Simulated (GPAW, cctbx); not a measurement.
# How far are the atoms of (KCl)2(SnTe)2 from free atoms?

Question: by how much does bonding change the X-ray structure factors of (KCl)2(SnTe)2, how firmly does DFT give the change, and what does a routine refinement make of it?

The cell is a (KCl)2(SnTe)2 superlattice along [001] of the rock-salt type, started at the mean lattice constant and relaxed freely, with no substrate. All numbers below are calculated.

**1. Relax the structure**

The density hangs on the geometry, so cell and atoms are relaxed first, with the symmetry held. The cutoff is set higher than for the density because stress converges slowly with plane waves.

Settings: GPAW 26.7.0, PBE, 570 eV, 5×5×2 k-points (along the axes of the calculation cell), Fermi–Dirac width 0.1 eV, BFGS to 0.03 eV/Å.

```text
cell
1.0
     4.521947866    0.000000000    0.000000000
     0.000000000    4.521947866    0.000000000
     0.000000000    0.000000000   12.790000000
K Cl Sn Te
2 2 2 2
Direct
0.500000000 0.000000000 0.875000000
0.000000000 0.500000000 0.125000000
0.000000000 0.500000000 0.875000000
0.500000000 0.000000000 0.125000000
0.500000000 0.000000000 0.375000000
0.000000000 0.500000000 0.625000000
0.000000000 0.500000000 0.375000000
0.500000000 0.000000000 0.625000000
```

```console
$ OMP_NUM_THREADS=1 mpirun -n 4 gpaw python run.py > gpaw.log
```

```text
BFGS:    0      -28.985076        0.712055
BFGS:    1      -29.009852        0.656800
BFGS:    2      -29.171906        0.250152
BFGS:    3      -29.174324        0.265964
...
BFGS:   12      -29.225045        0.053390
BFGS:   13      -29.226739        0.038579
BFGS:   14      -29.227429        0.011600
cell  4.5317 4.5317 13.3326  90.00 90.00 90.00
volume 273.803 A^3, largest force 0.011 eV/A, largest stress 0.02 GPa
```

After 14 steps the volume has changed by +4.7 % and the energy by -0.242 eV; the largest stress left is 0.02 GPa. It took 4.9 min on 4 cores of Intel(R) Xeon(R) Platinum 8488C (Sapphire Rapids) (shared host), peak memory 1.7 GiB.

Relaxed structure: P4/nmm (no. 129, origin choice 1), a = 4.5317 Å, b = 4.5317 Å, c = 13.3326 Å, α = 90.00°, β = 90.00°, γ = 90.00°.

```csv
atom,mult.,x,y,z
Te1,2,0,1/2,0.3853
Sn1,2,1/2,0,0.3913
K1,2,1/2,0,0.8846
Cl1,2,0,1/2,0.8776
```

**2. The all-electron density**

X-rays see the whole electron density, so the PAW density is rebuilt with its core regions. Subtracting spherical free atoms from the same code cancels the cores and leaves the deformation density Δρ, the part due to bonding.

Settings: PBE, 450 eV, 6×6×2 k-points (along the axes of the calculation cell), Fermi–Dirac width 0.1 eV; primitive cell of 8 atoms.

```console
$ OMP_NUM_THREADS=1 mpirun -n 4 gpaw python run.py > gpaw.log
```

```text
|iter:   1|       0s |  -30.241200 | -0.17 |       |
|iter:   2|       3s |  -29.975574 | -1.66 | -1.32 |
|iter:   3|       5s |  -29.087962 | -1.38 | -1.36 |
...
|iter:   8|      16s |  -29.089688c| -5.99 | -3.55 |
|iter:   9|      19s |  -29.089692c| -6.95 | -4.08c|
|iter:  10|      20s |  -29.089693c| -7.74c| -4.70c|
```

```text
grid (48, 48, 140)  electrons 276.000  moved by bonding 1.487 e
deformation density beyond 0.5 A of the nuclei: max 0.066, min -0.043 e/A^3
atom        x       y       z   Voronoi charge  moment
Te1    0.0000  0.5000  0.3853     -0.175       0.00
Te2    0.5000  0.0000  0.6147     -0.175       0.00
Sn3    0.5000  0.0000  0.3913      0.223       0.00
Sn4    0.0000  0.5000  0.6087      0.223       0.00
K 5    0.5000  0.0000  0.8846      0.252       0.00
K 6    0.0000  0.5000  0.1154      0.252       0.00
Cl7    0.0000  0.5000  0.8776     -0.300       0.00
Cl8    0.5000  0.0000  0.1224     -0.300       0.00
mean inner potential of superposed free atoms 12.353 V
total magnetic moment 0.000 muB
```

Deformation density in a plane through the shortest contact of the Te atom at the origin, in 0.01 e/Å³ (clipped at ±99); x from -1.6 to 4.6 Å, y from 2.4 down to -2.4 Å:

```text
 -1  -1  -1   0   0  -3  -3   0   2   2   0   0   1   2   1   0
 -1  -1   0   1   1   0  -1  -1   1   1   2   3   3   2   0   0
 -1   0   1   3   3   2   1   0   0   0   2   3   3   1   0  -1
  0   0   1   3   3   2   1   1   0  -1  -1   1   1   0  -1  -1
  0   1   1   1   0  -1   1   2   0  -3  -3   0   0  -1  -1  -1
  1   2   2  -2   .  -3   1   5   2  -3   0   .  -1   1  -1  -1
  1   3   3   .   .   1   1   6   4  -3   4   .   .   2  -1  -1
  1   2   2  -2   .  -3   1   5   2  -3   0   .  -1   1  -1  -1
  0   1   1   1   0  -1   1   2   0  -3  -3   0   0  -1  -1  -1
  0   0   1   3   3   2   1   1   0  -1  -1   1   1   0  -1  -1
 -1   0   1   3   3   2   1   0   0   0   2   3   3   1   0  -1
 -1  -1   0   1   1   0  -1  -1   1   1   2   3   3   2   0   0
 -1  -1  -1   0   0  -3  -3   0   2   2   0   0   1   2   1   0
```

Atoms in or within 0.15 Å of the plane: Te (0.0, 0.0), Sn (3.0, 0.0) Å. Dots mark points within about 0.45 Å of a nucleus; large values next to them are atomic features.

Cl gains most (-0.30 e) and K loses most (+0.25 e), as electronegativity suggests. Such charges fall far short of formal ones, since overlapping free atoms already put density on their neighbours. Along the shortest contact from the Te atom at the map's origin, Te–Sn at 2.98 Å, Δρ is +0.06 e/Å³ at the midpoint and highest, +0.07, 1.32 Å from Te (points within 0.5 Å of a nucleus left out): a modest build-up. At the midpoints of other shortest contacts it is +0.01 (K–Cl, 3.17 Å) e/Å³. Point values carry grid noise of about 0.01 e/Å³. The run needed 10 iterations, 33 s.

**3. From the density to structure factors**

The Fourier components of Δρ, added to those of the free atoms, give the static X-ray structure factors; the Mott–Bethe relation turns them into the Fourier components V of the potential that fast electrons feel.

```text
static structure factors of the conventional cell: F in electrons, V (Mott-Bethe) in volts
   h  k  l      d  |F| table  |F| free   |F| DFT   change   |V| free  |V| DFT  change %
   0  0  1 13.3326   102.065   102.045   101.934   -0.111     2.387    2.717     13.8
   0  0  2  6.6663    37.530    37.542    37.620    0.078     1.437    1.379     -4.0
   0  0  3  4.4442    56.214    56.233    55.980   -0.254     1.087    1.171      7.7
   1  0  1  4.2906     5.961     5.996     5.860   -0.136     0.327    0.369     12.8
   1  0  2  3.7477     1.387     1.393     2.091    0.698     0.020    0.144        -
   0  0  4  3.3331   222.883   222.985   223.702    0.717     7.455    7.322     -1.8
   1  1  0  3.2044   231.686   231.792   232.340    0.548     7.599    7.505     -1.2
   1  0  3  3.1730     2.525     2.543     2.397   -0.147     0.191    0.216     13.0
   1  1  1  3.1157    91.168    91.217    90.969   -0.248     1.890    1.930      2.1
   1  1  2  2.8881    32.591    32.603    32.641    0.039     0.959    0.954     -0.6
   1  0  4  2.6851    16.127    16.113    16.028   -0.086     0.475    0.486      2.2
   0  0  5  2.6665   111.141   111.171   110.881   -0.290     2.225    2.260      1.6
   1  1  3  2.5992    52.126    52.135    52.028   -0.107     0.836    0.848      1.4
   1  1  4  2.3100   199.398   199.485   199.421   -0.064     5.680    5.686      0.1
```

The largest X-ray change is +0.72 e on 004, 0.3 % of |F|. For electrons V goes as (Z − F)/g², so a change of F counts against Z − F, which is small at low angle and wherever the atoms' terms cancel: |V| of 001 moves by +13.8 % (2.39 to 2.72 V) against -0.1 % in |F|. The last three rows still change by up to 0.29 e; the table stops while the angles are still low. The tabulated Hartree–Fock atoms differ from the free DFT atoms by up to 0.11 e, so the choice of reference atom matters too.

**4. Which functional?**

The same geometry is run with other functionals, to see whether the bonding signal is larger than the spread between approximations. Free atoms are LDA for LDA and PBE otherwise; meta-GGAs and hybrids keep PBE cores. Any other changed setting is in the row's label.

| run | ΔF 004 (e) | ΔF 102 (e) | ΔF 110 (e) | q(Cl) (e) | moved (e) | time |
| --- | --- | --- | --- | --- | --- | --- |
| PBE | +0.717 | +0.698 | +0.548 | -0.300 | 1.487 | 33 s |
| LDA | +0.618 | +0.648 | +0.461 | -0.282 | 1.371 | 28 s |
| SCAN | +0.760 | +0.690 | +0.576 | -0.313 | 1.540 | 73 s |

At the base's settings ΔF(004) spans +0.618 to +0.760 e, a spread of 20 % of the PBE value; over the three listed reflections the spread is at most 21 %, so sign and size hold across the functionals. Times are from shared hosts.

**5. What a spherical-atom refinement makes of it**

Routine crystallography fits spherical atoms. To see the bias, intensities are simulated from tabulated atoms plus the DFT change ΔF, so that bonding alone can misfit (17718 reflections of the full sphere, merged to the counts below, to 0.4 Å, 0.5 % proportional noise plus counting noise, assumed isotropic U as listed, Δρ smeared by the mean U) and refined with cctbx over different ranges.

```csv
range,data,R1,GooF,U Te1 (true 0.0072),U Sn1 (true 0.0073),U K1 (true 0.0103),U Cl1 (true 0.0106),largest shift (Å),"Δρ max, min (e/Å³)"
all data,1387,0.0053,0.93,0.0072,0.0073,0.0103,0.0106,0.0003,"0.44, -0.39"
"low resolution, d > 0.84",182,0.0030,0.95,0.0072,0.0073,0.0104,0.0106,0.0005,"0.12, -0.15"
"high order, d < 0.75",1139,0.0066,0.93,0.0072,0.0073,0.0103,0.0106,0.0003,"0.43, -0.37"
"occupancies free, d > 0.7",302,0.0031,0.92,0.0072,0.0073,0.0104,0.0108,0.0003,"0.14, -0.18"
```

With all data GooF is 0.93, so at this noise the bonding hardly shows; the top residual peak lies 0.66 Å from Cl and 2.51 Å from K. No U is off by more than 3 s.u. at low resolution. With Te1 held at 1 and the scale free, the other occupancies refine to Sn1 1.000(0.001), K1 1.001(0.002) and Cl1 1.003(0.002), within three s.u. of full.

**6. Answer**

Bonding moves 1.49 e in the primitive cell of (KCl)2(SnTe)2 and changes the structure factors of the conventional cell in the table above by at most 0.72 e (004, 0.3 %), and among reflections above 2 % of the strongest by up to 2.3 % (101). The shortest bond, Te–Sn, has Δρ = +0.06 e/Å³ at its midpoint. At the base's settings ΔF(004) spans +0.618 to +0.760 e, a spread of 20 % of the PBE value; over the three listed reflections the spread is at most 21 %, so sign and size hold across the functionals. With all data GooF is 0.93, so at this noise the bonding hardly shows. Limits: static density, frozen cores, no spin–orbit coupling.

[Outputs are excerpts: Python notices, other lines and further rows are left out; steps that failed or that the build refused (PBEsol, TPSS) are not shown.]

[Logs are printed without paths, hosts, clocks, repeated set-up lines and the standing remarks that a program may print on its own settings, such as how far it seeks lower states.]
